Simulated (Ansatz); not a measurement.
# Squeezing and shearing glassy 86SiO2-5SrO-5ZnO-5MgO (mol %) (63 atoms)

How stiff is glassy 86SiO2-5SrO-5ZnO-5MgO (mol %) (63 atoms), and how do its levels respond to strain?

Calculated with Ansatz 0.2.0; Kohn-Sham DFT, RPBE, PAW (set soft_2), plane waves.

**1. Set-up**

The cell holds 63 atoms: 19 Si, 1 Sr, 1 Zn, 1 Mg and 41 O. Its edges and angles: a = 9.658 Å, b = 9.658 Å, c = 9.658 Å, α = 90.0°, β = 90.0°, γ = 90.0°. 63 atoms (19 Si, 1 Sr, 1 Zn, 1 Mg, 41 O) placed at random at 2.44 g/cm³, melted at 4000 K for 10 ps at fixed volume with the Morse and Coulomb pair potential with partial charges (Pedone, Malavasi, Menziani, Cormack and Segre, J. Phys. Chem. B 110, 11780 (2006)). Quenched from 4000 K to 300 K at 50 K/ps and fixed volume, held 10 ps at zero pressure.

Limits known from the start: The quench rate of 50 K/ps far exceeds what a furnace or splat quench reaches, so expect more defects and frozen-in strain than in a real sample. The starting topology of bonds comes from the classical model, and needn't be the one that DFT or experiment would give. Sampling is at Γ alone.

**2. Single point at the start**

The forces at the start show how far the geometry lies from a minimum of this functional.

input.yaml reads:

```yaml
crystal:
  lattice:
    - [9.65803, 0.0, 0.0]
    - [0.0, 9.65803, 0.0]
    - [0.0, 0.0, 9.65803]
  atoms:
    - { symbol: Si, position: [0.59397, 0.17414, 0.23684] }
    - { symbol: Si, position: [0.82084, 0.76893, 0.57564] }
    - { symbol: Si, position: [0.3463, 0.01522, 0.09929] }
    - { symbol: Si, position: [0.28656, 0.51756, 0.04625] }
    - { symbol: Si, position: [0.12174, 0.25391, 0.14602] }
    - { symbol: Si, position: [0.52758, 0.3954, 0.44986] }
    - { symbol: Si, position: [0.69443, 0.6341, 0.09787] }
    - { symbol: Si, position: [0.81172, 0.32174, 0.04242] }
    - { symbol: Si, position: [0.49756, 0.03522, 0.82388] }
    - { symbol: Si, position: [0.46224, 0.36561, 0.85376] }
    - { symbol: Si, position: [0.3497, 0.9217, 0.54019] }
    - { symbol: Si, position: [0.60955, 0.63451, 0.78684] }
    - { symbol: Si, position: [0.84316, 0.03219, 0.39793] }
    - { symbol: Si, position: [0.25393, 0.38662, 0.6224] }
    - { symbol: Si, position: [0.56425, 0.70424, 0.38129] }
    - { symbol: Si, position: [0.93134, 0.85061, 0.13613] }
    - { symbol: Si, position: [0.13811, 0.16921, 0.45456] }
    - { symbol: Si, position: [0.22098, 0.74215, 0.21574] }
    - { symbol: Si, position: [0.14618, 0.69612, 0.53475] }
    - { symbol: Sr, position: [0.87869, 0.35304, 0.64721] }
    - { symbol: Zn, position: [0.32023, 0.79222, 0.82064] }
    - { symbol: Mg, position: [0.83562, 0.05395, 0.87917] }
    - { symbol: O, position: [0.7043, 0.096, 0.34464] }
    - { symbol: O, position: [0.07285, 0.75374, 0.16042] }
    - { symbol: O, position: [0.50369, 0.56005, 0.4382] }
    - { symbol: O, position: [0.67367, 0.36915, 0.51604] }
    - { symbol: O, position: [0.71298, 0.71442, 0.44476] }
    - { symbol: O, position: [0.29345, 0.5994, 0.18341] }
    - { symbol: O, position: [0.15357, 0.25783, 0.31245] }
    - { symbol: O, position: [0.29642, 0.88383, 0.17765] }
    - { symbol: O, position: [0.42602, 0.42851, 0.00678] }
    - { symbol: O, position: [0.58804, 0.67099, 0.21673] }
    - { symbol: O, position: [0.23877, 0.03979, 0.47054] }
    - { symbol: O, position: [0.64628, 0.98885, 0.84809] }
    - { symbol: O, position: [0.75421, 0.67562, 0.6976] }
    - { symbol: O, position: [0.48828, 0.72549, 0.7242] }
    - { symbol: O, position: [0.96926, 0.12906, 0.44735] }
    - { symbol: O, position: [0.82034, 0.28092, 0.88969] }
    - { symbol: O, position: [0.52541, 0.30021, 0.31304] }
    - { symbol: O, position: [0.26614, 0.64031, 0.93662] }
    - { symbol: O, position: [0.98282, 0.72144, 0.56044] }
    - { symbol: O, position: [0.17334, 0.39057, 0.06884] }
    - { symbol: O, position: [0.4614, 0.83414, 0.4379] }
    - { symbol: O, position: [0.56629, 0.47056, 0.77851] }
    - { symbol: O, position: [0.31013, 0.3857, 0.77342] }
    - { symbol: O, position: [0.14733, 0.27189, 0.58497] }
    - { symbol: O, position: [0.4883, 0.07013, 0.17282] }
    - { symbol: O, position: [0.18454, 0.727, 0.38427] }
    - { symbol: O, position: [0.23898, 0.8171, 0.61653] }
    - { symbol: O, position: [0.22054, 0.12217, 0.10079] }
    - { symbol: O, position: [0.80513, 0.74558, 0.11432] }
    - { symbol: O, position: [0.18788, 0.54104, 0.58634] }
    - { symbol: O, position: [0.62865, 0.65421, 0.94809] }
    - { symbol: O, position: [0.77344, 0.4845, 0.08634] }
    - { symbol: O, position: [0.82434, 0.93069, 0.53822] }
    - { symbol: O, position: [0.42102, 0.00686, 0.66846] }
    - { symbol: O, position: [0.38883, 0.35037, 0.52913] }
    - { symbol: O, position: [0.38707, 0.96946, 0.94029] }
    - { symbol: O, position: [0.90407, 0.94112, 0.27144] }
    - { symbol: O, position: [0.94542, 0.94112, 0.00439] }
    - { symbol: O, position: [0.49626, 0.2086, 0.85092] }
    - { symbol: O, position: [0.69744, 0.2271, 0.12176] }
    - { symbol: O, position: [0.95942, 0.25521, 0.11037] }
kpoints:
  mp_grid: { grid: [1, 1, 1] }
hamiltonian:
  xc: rpbe
scf:
  occupations: { method: fixed }
output:
  forces: true
```

The run is started by

```console
ansatz run input.yaml --threads 4 --pin off --max-ram 8192MiB --backend cpu --events-out ev --progress --plain --runs-dir out
```

Numbers of over 12 decimals in the logs are rounded to 6 here.

The log of the run:

```text
[...]
Pseudopotentials: kind: paw
Pseudopotential: Si, paw, valence charge 4, recommended cutoff 420 eV (normal), Si.paw.azcp
Pseudopotential: Sr, paw, valence charge 10, recommended cutoff 420 eV (normal), Sr.paw.azcp
Pseudopotential: Zn, paw, valence charge 12, recommended cutoff 420 eV (normal), Zn.paw.azcp
Pseudopotential: Mg, paw, valence charge 10, recommended cutoff 420 eV (normal), Mg.paw.azcp
Pseudopotential: O, paw, valence charge 6, recommended cutoff 420 eV (normal), O.paw.azcp
[... 5 lines on functional and potentials left out ...]
Crystal: 63 atoms, lattice volume = 900.877 Å³
Basis set: ecut = 420 eV, 17557 PW (Γ), exchange–correlation on 144×144×144 points (8 copies of the dense FFT grid, shifted against one another)
Bands: 240, of which v1, the nominal top of the filled ones, is band 177 counted from 1 (176 counted from 0)
Symmetry: 1 space group operations
Space group: P1 (ITA 1), of the structure as read, at distance tolerance 9.7e-5 Å
k-points: 1
[... 16 lines on functional and potentials left out ...]
Initial density: superposition of atomic densities (neutral atoms: chi_scale 0, normalization atom), corrected by the library's trained network
Initial wavefunctions: pseudopotential atomic-orbital guess
[...]
SCF iter   1: F=—  HF=-44337.364175 eV  |F-HF|=—  |Δ(HF+E_count)|=         —  Δρ=4.05e-3  dr2=1.57e-1  ethr=1.77e-3  ⟨swp⟩=6.0  Hψ=876  notcnv=0  defer=61
preconditioner: auto → Resta (q_TF=auto, 2.335 Å⁻¹)  ε∞=3.0  [insulator: Δε(μ)=2.828 eV  Ē_g=16.160 eV  n_scr=178 (ndim 8)  ℏωp=22.9 eV  f_vac=0.190  ε∞_Penn≈3.0]
SCF iter   2: F=—  HF=-44337.349217 eV  |F-HF|=—  |Δ(HF+E_count)|=   1.50e-2  Δρ=2.09e-3  dr2=2.79e-2  ethr=4.44e-5  ⟨swp⟩=3.0  Hψ=388  notcnv=0  defer=61
SCF iter   3: F=—  HF=-44337.352939 eV  |F-HF|=—  |Δ(HF+E_count)|=   3.72e-3  Δρ=8.49e-4  dr2=7.59e-3  ethr=7.88e-6  ⟨swp⟩=3.0  Hψ=359  notcnv=0  defer=49
automatic band count: iteration 3 solves 228 bands in place of 240: the levels show a gap, and the empty bands left out lie too high to hold charge; the band table lists the bands solved (type scf.n_extra_bands for more)
SCF iter   4: F=—  HF=-44337.353575 eV  |F-HF|=—  |Δ(HF+E_count)|=   6.36e-4  Δρ=3.15e-4  dr2=8.25e-4  ethr=2.15e-6  ⟨swp⟩=3.0  Hψ=322  notcnv=0  defer=49
SCF iter   5: F=—  HF=-44337.353463 eV  |F-HF|=—  |Δ(HF+E_count)|=   1.11e-4  Δρ=1.28e-4  dr2=1.66e-4  ethr=2.33e-7  ⟨swp⟩=2.0  Hψ=313  notcnv=0  defer=49
[...]
SCF iter   9: F=—  HF=-44337.354660 eV  |F-HF|=—  |Δ(HF+E_count)|=   1.24e-7  Δρ=3.68e-6  dr2=1.14e-7  ethr=2.82e-11  ⟨swp⟩=5.0  Hψ=844  notcnv=0
SCF iter  10: F=-44337.354660 eV  HF=-44337.354660 eV  |F-HF|=6.60e-9  |Δ(HF+E_count)|=   1.39e-8  Δρ=1.01e-6  dr2=1.12e-8  ethr=2.82e-11  ⟨swp⟩=5.0  Hψ=724  notcnv=0
SCF 1 converged in 10 iterations: F = -44337.354660 eV  dr2 = 1.12e-8
[...]
SCF converged after 10 iterations
Free energy (F): -44337.354660 eV
Harris-Foulkes:  -44337.354660 eV  (|F-HF|=6.60e-9)
Internal energy: -44337.354660 eV  (E = F + TS)
E sigma→0 (E₀):  -44337.354660 eV
Fermi energy:    3.553291 eV
--- Per-component energies (eV) ---
[...]
Σ components = -44337.354660   (vs F -44337.354660, Δ=0.00e0)
--- Forces (eV/Å), atoms counted from 1 ---
  atom   1  Si     2.52743239     0.60448213     1.29445023
  atom   2  Si    -1.86357104    -1.87434934    -2.98227475
  atom   3  Si     0.82932865     1.36078866     0.01341423
  atom   4  Si    -0.00488111    -1.52309691    -3.67342107
[...]
atom  63  O     -0.79546276    -0.07673723     0.28490971
  max |Σ_I F_I| component: 7.12e-5 eV/Å
```

It took 8.1 s on 4 threads of Arm Neoverse V1, shared host; peak memory 1 GiB.

The r.m.s. force at the start is 1.5 eV/Å.

**3. Cell and atoms relaxed**

Cell and atoms are freed together, to release stress as well as forces.

input.yaml reads:

```yaml
crystal:
  lattice:
    - [9.65803, 0.0, 0.0]
    - [0.0, 9.65803, 0.0]
    - [0.0, 0.0, 9.65803]
  atoms:
    [... the 63 atom lines of step 2 ...]
kpoints:
  mp_grid: { grid: [1, 1, 1] }
hamiltonian:
  xc: rpbe
scf:
  occupations: { method: fixed }
output:
  forces: true
relax:
  f_tol: 0.05
  max_steps: 150
  cell: {}
```

The log of the run:

```text
[...]
Crystal: 63 atoms, lattice volume = 900.877 Å³
Basis set: ecut = 420 eV, 17557 PW (Γ), exchange–correlation on 144×144×144 points (8 copies of the dense FFT grid, shifted against one another)
Bands: 240, of which v1, the nominal top of the filled ones, is band 177 counted from 1 (176 counted from 0)
Symmetry: 1 space group operations
[...]
k-points: 1
[...]
SCF iter   1: F=—  HF=-44337.364175 eV  |F-HF|=—  |Δ(HF+E_count)|=         —  Δρ=4.05e-3  dr2=1.57e-1  ethr=1.77e-3  ⟨swp⟩=6.0  Hψ=876  notcnv=0  defer=61
[...]
SCF iter  10: F=-44337.354660 eV  HF=-44337.354660 eV  |F-HF|=6.61e-9  |Δ(HF+E_count)|=   1.39e-8  Δρ=1.01e-6  dr2=1.12e-8  ethr=2.82e-11  ⟨swp⟩=5.0  Hψ=724  notcnv=0
SCF 1 converged in 10 iterations: F = -44337.354660 eV  dr2 = 1.12e-8
[...]
relax step   1: F+E_penalty+E_count = -44337.35465989 eV  Δ(F+E_penalty+E_count) = +0.000e0 eV  max|allowed force component| = 4.869e0 eV/Å  Δτ_max = 0.0000 Å  P = +7.300 GPa  Ω = 900.877 Å³  (10 SCF iters, dr2 threshold 1.00e-7 eV, accepted)
[... from here on, the SCF cycles and remarks between the steps are left out ...]
relax step   2: F+E_penalty+E_count = -44340.49311397 eV  Δ(F+E_penalty+E_count) = -3.138e0 eV  max|allowed force component| = 2.617e0 eV/Å  Δτ_max = 0.1947 Å  P = +3.866 GPa  Ω = 912.642 Å³  energy of the carried Pulay correction = -3.460e-2 eV  (8 SCF iters, dr2 threshold 6.30e-6 eV, accepted)
relax step   3: F+E_penalty+E_count = -44342.98515941 eV  Δ(F+E_penalty+E_count) = -2.492e0 eV  max|allowed force component| = 1.055e0 eV/Å  Δτ_max = 0.1875 Å  P = -0.224 GPa  Ω = 922.498 Å³  energy of the carried Pulay correction = -6.324e-2 eV  (8 SCF iters, dr2 threshold 6.30e-6 eV, accepted)
relax step   4: F+E_penalty+E_count = -44343.45970550 eV  Δ(F+E_penalty+E_count) = -4.745e-1 eV  max|allowed force component| = 6.872e-1 eV/Å  Δτ_max = 0.2000 Å  P = -0.213 GPa  Ω = 920.277 Å³  energy of the carried Pulay correction = -5.681e-2 eV  (7 SCF iters, dr2 threshold 6.30e-6 eV, accepted)
relax step   5: F+E_penalty+E_count = -44343.78834651 eV  Δ(F+E_penalty+E_count) = -3.286e-1 eV  max|allowed force component| = 4.731e-1 eV/Å  Δτ_max = 0.1947 Å  P = -0.314 GPa  Ω = 914.670 Å³  energy of the carried Pulay correction = -4.052e-2 eV  (7 SCF iters, dr2 threshold 6.30e-6 eV, accepted)
relax step   6: F+E_penalty+E_count = -44343.86530476 eV  Δ(F+E_penalty+E_count) = -7.696e-2 eV  max|allowed force component| = 6.487e-1 eV/Å  Δτ_max = 0.0751 Å  P = -0.094 GPa  Ω = 912.997 Å³  energy of the carried Pulay correction = -3.564e-2 eV  (7 SCF iters, dr2 threshold 6.30e-6 eV, accepted)
relax step   7: F+E_penalty+E_count = -44343.95462792 eV  Δ(F+E_penalty+E_count) = -8.932e-2 eV  max|allowed force component| = 8.481e-1 eV/Å  Δτ_max = 0.2000 Å  P = -0.059 GPa  Ω = 917.081 Å³  energy of the carried Pulay correction = -4.754e-2 eV  (8 SCF iters, dr2 threshold 6.30e-6 eV, accepted)
relax step   8: F+E_penalty+E_count = -44344.02278734 eV  Δ(F+E_penalty+E_count) = -6.816e-2 eV  max|allowed force component| = 5.106e-1 eV/Å  Δτ_max = 0.0668 Å  P = -0.042 GPa  Ω = 919.081 Å³  energy of the carried Pulay correction = -5.335e-2 eV  (7 SCF iters, dr2 threshold 6.30e-6 eV, accepted)
relax step   9: F+E_penalty+E_count = -44344.08945357 eV  Δ(F+E_penalty+E_count) = -6.667e-2 eV  max|allowed force component| = 2.931e-1 eV/Å  Δτ_max = 0.1954 Å  P = -0.175 GPa  Ω = 922.853 Å³  energy of the carried Pulay correction = -6.427e-2 eV  (8 SCF iters, dr2 threshold 6.30e-6 eV, accepted)
relax step  10: F+E_penalty+E_count = -44344.12355142 eV  Δ(F+E_penalty+E_count) = -3.410e-2 eV  max|allowed force component| = 3.102e-1 eV/Å  Δτ_max = 0.1269 Å  P = +0.115 GPa  Ω = 924.570 Å³  energy of the carried Pulay correction = -6.922e-2 eV  (7 SCF iters, dr2 threshold 5.37e-6 eV, accepted)
relax step  11: F+E_penalty+E_count = -44344.15775268 eV  Δ(F+E_penalty+E_count) = -3.420e-2 eV  max|allowed force component| = 2.481e-1 eV/Å  Δτ_max = 0.1338 Å  P = -0.203 GPa  Ω = 927.701 Å³  energy of the carried Pulay correction = -7.824e-2 eV  (7 SCF iters, dr2 threshold 6.01e-6 eV, accepted)
relax step  12: F+E_penalty+E_count = -44344.22109899 eV  Δ(F+E_penalty+E_count) = -6.335e-2 eV  max|allowed force component| = 2.241e-1 eV/Å  Δτ_max = 0.1334 Å  P = -0.004 GPa  Ω = 926.097 Å³  energy of the carried Pulay correction = -7.362e-2 eV  (8 SCF iters, dr2 threshold 3.85e-6 eV, accepted)
relax step  13: F+E_penalty+E_count = -44344.23860949 eV  Δ(F+E_penalty+E_count) = -1.751e-2 eV  max|allowed force component| = 3.749e-1 eV/Å  Δτ_max = 0.0712 Å  P = -0.321 GPa  Ω = 927.989 Å³  energy of the carried Pulay correction = -7.906e-2 eV  (7 SCF iters, dr2 threshold 3.14e-6 eV, accepted)
relax step  14: F+E_penalty+E_count = -44344.28032426 eV  Δ(F+E_penalty+E_count) = -4.171e-2 eV  max|allowed force component| = 3.274e-1 eV/Å  Δτ_max = 0.1104 Å  P = +0.071 GPa  Ω = 926.071 Å³  energy of the carried Pulay correction = -7.355e-2 eV  (7 SCF iters, dr2 threshold 6.30e-6 eV, accepted)
relax step  15: F+E_penalty+E_count = -44344.30539648 eV  Δ(F+E_penalty+E_count) = -2.507e-2 eV  max|allowed force component| = 1.917e-1 eV/Å  Δτ_max = 0.0813 Å  P = +0.023 GPa  Ω = 925.847 Å³  energy of the carried Pulay correction = -7.290e-2 eV  (6 SCF iters, dr2 threshold 6.30e-6 eV, accepted)
relax step  16: F+E_penalty+E_count = -44344.30621602 eV  Δ(F+E_penalty+E_count) = -8.195e-4 eV  max|allowed force component| = 2.240e-1 eV/Å  Δτ_max = 0.0499 Å  P = +0.087 GPa  Ω = 926.003 Å³  energy of the carried Pulay correction = -7.335e-2 eV  (7 SCF iters, dr2 threshold 2.30e-6 eV, accepted)
relax step  17: F+E_penalty+E_count = -44344.31228022 eV  Δ(F+E_penalty+E_count) = -6.064e-3 eV  max|allowed force component| = 1.167e-1 eV/Å  Δτ_max = 0.0274 Å  P = -0.100 GPa  Ω = 927.056 Å³  energy of the carried Pulay correction = -7.638e-2 eV  (6 SCF iters, dr2 threshold 3.14e-6 eV, accepted)
relax step  18: F+E_penalty+E_count = -44344.31595935 eV  Δ(F+E_penalty+E_count) = -3.679e-3 eV  max|allowed force component| = 6.182e-2 eV/Å  Δτ_max = 0.0126 Å  P = +0.043 GPa  Ω = 926.592 Å³  energy of the carried Pulay correction = -7.505e-2 eV  (6 SCF iters, dr2 threshold 8.51e-7 eV, accepted)
relax step  19: F+E_penalty+E_count = -44344.31649406 eV  Δ(F+E_penalty+E_count) = -5.347e-4 eV  max|allowed force component| = 2.757e-2 eV/Å  Δτ_max = 0.0168 Å  P = +0.011 GPa  Ω = 926.896 Å³  energy of the carried Pulay correction = -7.592e-2 eV  (6 SCF iters, dr2 threshold 2.39e-7 eV, accepted)
relax step  20: F+E_penalty+E_count = -44344.47736504 eV  Δ(F+E_penalty+E_count) = -1.609e-1 eV  max|allowed force component| = 2.712e-2 eV/Å  Δτ_max = 0.0000 Å  P = +0.290 GPa  Ω = 926.896 Å³  stress off target by 5.37e-1 GPa  SCF on the basis re-selected at this cell (its energy is not comparable with the rows above)  (8 SCF iters)
relax step  21: F+E_penalty+E_count = -44344.47555561 eV  Δ(F+E_penalty+E_count) = +1.809e-3 eV  max|allowed force component| = 5.646e-2 eV/Å  Δτ_max = 0.0286 Å  P = -0.061 GPa  Ω = 930.430 Å³  energy of the carried Pulay correction = -1.019e-2 eV  (8 SCF iters, dr2 threshold 7.21e-7 eV, accepted)
relax step  22: F+E_penalty+E_count = -44344.47718634 eV  Δ(F+E_penalty+E_count) = -1.631e-3 eV  max|allowed force component| = 2.970e-2 eV/Å  Δτ_max = 0.0089 Å  P = -0.013 GPa  Ω = 930.486 Å³  energy of the carried Pulay correction = -1.033e-2 eV  (6 SCF iters, dr2 threshold 1.99e-7 eV, accepted)
relax step  23: F+E_penalty+E_count = -44344.48921937 eV  Δ(F+E_penalty+E_count) = -1.203e-2 eV  max|allowed force component| = 2.935e-2 eV/Å  Δτ_max = 0.0000 Å  P = -0.007 GPa  Ω = 930.486 Å³  stress off target by 1.84e-2 GPa  SCF on the basis re-selected at this cell (its energy is not comparable with the rows above)  (7 SCF iters)
[...]
SCF converged after 7 iterations
Free energy (F): -44344.489219 eV
[...]
Internal energy: -44344.489219 eV  (E = F + TS)
E sigma→0 (E₀):  -44344.489219 eV
Fermi energy:    2.677081 eV
[...]
--- Forces (eV/Å), atoms counted from 1 ---
  atom   1  Si    -0.00603022     0.00140226     0.01064471
  atom   2  Si     0.00672829    -0.00932632    -0.00362736
  atom   3  Si    -0.01060969     0.00526978    -0.00419880
  atom   4  Si     0.00602252     0.00948939    -0.00891473
  atom   5  Si     0.00037562     0.00595604     0.00742136
  atom   6  Si     0.00546690    -0.00235440     0.00394934
  atom   7  Si    -0.00853811     0.00592279     0.01566972
  atom   8  Si     0.00050205    -0.00352148    -0.00890068
  atom   9  Si    -0.00920845     0.00624024    -0.00815487
  atom  10  Si    -0.00685507    -0.00732288     0.00370602
  atom  11  Si    -0.01010990    -0.00403187    -0.00364187
  atom  12  Si    -0.00702751     0.01554594    -0.00353902
  atom  13  Si     0.00798400     0.01613287     0.00690087
  atom  14  Si    -0.01232739    -0.01696173    -0.00223008
[...]
atom  62  O      0.00200001     0.00247237    -0.00377792
  atom  63  O      0.00081301    -0.00225496    -0.01358592
  max |Σ_I F_I| component: 1.36e-5 eV/Å
--- Stress (GPa, compression-positive) ---
       -0.011293      -0.006913       0.001700
       -0.006914      -0.011721      -0.000738
        0.001700      -0.000741       0.001312
  P = ⅓ Tr σ = -0.0072 GPa (-0.072 kbar)
--- Relaxed structure (21 steps of the walk, 21 accepted, 2 SCFs on fresh bases) ---
  F+E_penalty+E_count = -44344.48921937 eV   max|allowed force component| = 2.935e-2 eV/Å   (the final SCF, on the basis selected at the relaxed cell)
  cell:  # Å, volume = 930.4859 Å³
    - [9.630321, 0.289744, 0.166401]
    - [0.289744, 9.710923, -0.029333]
    - [0.166401, -0.029333, 9.961604]
  atoms:
    - { symbol: Si, position: [0.616917, 0.178765, 0.235442] }
    - { symbol: Si, position: [0.810553, 0.756393, 0.569570] }
    - { symbol: Si, position: [0.360397, 0.036505, 0.100555] }
    - { symbol: Si, position: [0.259983, 0.517590, 0.033035] }
[...]
- { symbol: O, position: [0.960026, 0.263847, 0.147872] }
```

The job ended after 2.3 min (4 threads; peak memory 1 GiB).

The relaxation converged after 21 steps, with a largest force component of 0.029 eV/Å.

(Part 1 of 3 ends here.)

[Logs are printed without paths, hosts, clocks, repeated set-up lines and the standing remarks that a program may print on its own settings, such as how far it seeks lower states.]

[Hosts, paths, dates, database ids (printed as entryN), source tags and the programs' standing remarks are cut or masked in the printed files.]
